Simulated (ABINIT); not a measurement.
## GaN (P6_3mc): changed settings of a GW run in ABINIT

Aim: change inputs of a GW run on GaN (P6_3mc) and see what moves.

Calculated with ABINIT 10.8.3; PBE and many-body steps on it, plane waves.

This is a report of a sequence of runs, with most program output left out.

The database entry behind the starting cell has ideal inner coordinates that were not refined, so it need not match the best structure at ambient conditions.

### Step 1. The structure

Symmetry: P6_3mc, No. 186, hexagonal system. The conventional cell has a = 3.190 Å, b = 3.190 Å, c = 5.189 Å, α = 90.00°, β = 90.00°, γ = 120.00°. Nearest to Ga lie 4 N at 1.95 Å. Nearest to N lie 4 Ga at 1.95 Å. Farther neighbours and most contacts between anions are not listed.

The cell and positions come from the Crystallography Open Database and are kept as given unless a step says otherwise.

### Step 2. Screening, 3×3×2 mesh, 89 bands, screening to 152.4 eV

This step: ABINIT 10.8.3; RPA screening on PBE, plane waves, norm-conserving pseudopotentials.

The RPA dielectric matrix is built and inverted for each q.

run.abi reads:

```
acell 3*1.0 Angstrom
rprim 
  3.190000000016 -0.000000000004 0.000000000000
  -1.595000000005 2.762621038088 0.000000000000
  0.000000000000 0.000000000000 5.189000000000
ntypat 2
znucl 31 7
natom 4
typat 1 1 2 2
xred 
  0.666666666667 0.333333333333 0.000000000000
  0.333333333333 0.666666666667 0.500000000000
  0.666666666667 0.333333333333 0.375000000000
  0.333333333333 0.666666666667 0.875000000000
pp_dirpath "pseudos"
pseudos "Ga.upf, N.upf"
ecut 45
ngkpt 3 3 2
nshiftk 1
shiftk 0 0 0
kptopt 1
chksymbreak 0
istwfk *1
occopt 1
irdwfk 1
optdriver 3
nband 89
ecuteps 5.6
inclvkb 2
awtr 1
symchi 1
indata_prefix "in"
outdata_prefix "out"
tmpdata_prefix "tmp"
```

Run with:

```
$ OMP_NUM_THREADS=1 mpirun -n 8 abinit run.abi > log
```

Run time: 9.7 s. Hardware: 8 MPI ranks of INTEL XEON PLATINUM 8581C at 2.10GHz (Emerald Rapids), shared host; peak memory 1.3 GiB; 76 s of CPU time.

Numbers from this step:

```yaml
eps_infinity_with_local_fields_on_this_mesh_along_the_program_s_q_direction: 9.854
the_same_without_local_fields: 10.63
plasma_frequency: 39.60 eV
plane_waves_in_the_screening_matrix: 197
```

Local fields lower ε∞ by 7 %. On a Γ-centred mesh this coarse the value itself is usually too large, while a short band sum pulls it down.

### Step 3. Base

The self-energy is evaluated for the states that the input lists, and the levels follow from it, in one-shot runs by the linearised quasiparticle equation.

This step: G0W0 on PBE, plane waves, norm-conserving pseudopotentials.

run.abi: that of step 2 with these lines changed.

```diff
@@ -25,8 +25,15 @@
 irdwfk 1
-optdriver 3
+optdriver 4
 nband 89
+gwcalctyp 0
+ecutsigx 45
+symsigma 1
+nkptgw 1
+kptgw 
+  0.0000000000 0.0000000000 0.0000000000
+bdgw 
+  25 28
 ecuteps 5.6
-inclvkb 2
-awtr 1
-symchi 1
+irdscr 1
+ppmodel 1
 indata_prefix "in"
```

It took 3 s on 8 MPI ranks; peak memory 0.14 GiB.

This step gave:

```
G0W0 gap on the points computed              : 2.612 eV
starting gap on the mesh                     : 1.919 eV
k of the valence top                         : 0, 0, 0
k of the conduction bottom                   : 0, 0, 0
Z at the valence top                         : 0.796
Z at the conduction bottom                   : 0.821
least direct G0W0 gap on the computed points : 2.612 eV
```

The gap on the mesh goes from 1.92 eV to 2.61 eV, a correction of +0.69 eV.

### Step 4. Coulomb singularity

run.abi: that of step 3 with these lines changed.

```diff
@@ -38,2 +38,3 @@
 ppmodel 1
+gw_icutcoul 0
 indata_prefix "in"
```

It took 2.8 s on 8 MPI ranks; peak memory 0.14 GiB.

Numbers from this step:

```yaml
g0w0_gap_on_the_points_computed: 2.685 eV
starting_gap_on_the_mesh: 1.919 eV
k_of_the_valence_top: 0, 0, 0
k_of_the_conduction_bottom: 0, 0, 0
z_at_the_valence_top: 0.799
z_at_the_conduction_bottom: 0.821
least_direct_g0w0_gap_on_the_computed_points: 2.685 eV
```

Against G0W0 in ABINIT (3×3×2 mesh, 89 bands, screening to 152.4 eV, Godby-Needs plasmon pole), the gap moves by +0.073 eV.

### Step 5. The runs together

Times are wall times on 8 MPI ranks of INTEL XEON PLATINUM 8581C at 2.10GHz (Emerald Rapids), shared host, good to a factor of about two. A run's time includes the screening step that it read.

```
                run   mesh  bands  screening cutoff (eV)  DFT gap (eV)  gap on the mesh (eV)  direct (eV)  ε∞ used  time
               base  3×3×2     89                  152.4         1.919                 2.612        2.612     9.85  13 s
Coulomb singularity  3×3×2     89                  152.4         1.919                 2.685        2.685     9.85  13 s
```

### Step 6. Outcome

```json
{
 "base": "2.612 eV",
 "Coulomb singularity": "2.685 eV",
 "known limits": "not at the basis limit; no spin-orbit coupling; coarse k mesh"
}
```

What this shows: Coulomb singularity: +0.073 eV against base (keys changed: gw_icutcoul). Bands and cutoff are finite, so the gap is not at the basis limit. The miss can reach some tenths of an eV and take either sign; the mesh is an error of its own. In the G0W0 runs levels were corrected at 1 k point alone, so a gap called «on the mesh» is the least over those, and an edge elsewhere would be missed. The 3×3×2 mesh is coarse for this cell, which bears on the long-range parts of exchange and screening. The many-body steps are scalar-relativistic: spin-orbit coupling is not in them.

[Paths, hosts, dates, memory and timing lines, banners, echoed tables and standing remarks are left out of the program output.]

[Logs are printed without paths, hosts, clocks, repeated set-up lines and the standing remarks that a program may print on its own settings, such as how far it seeks lower states.]

[Runs of the session that timed out or met a known fault of the program may be left out.]

[Hosts, paths, dates, database ids (printed as entryN), source tags and the programs' standing remarks are cut or masked in the printed files.]

[G0W0 gaps are taken among the corrected bands and points alone; a level outside them can change the order at an edge.]

[Where Ansatz stands beside ABINIT at settings called matched, ABINIT's density can come from a denser mesh and the files from another edition; pairs whose starting gaps differed by over 0.03 eV were left out, so agreement reads better than it is.]
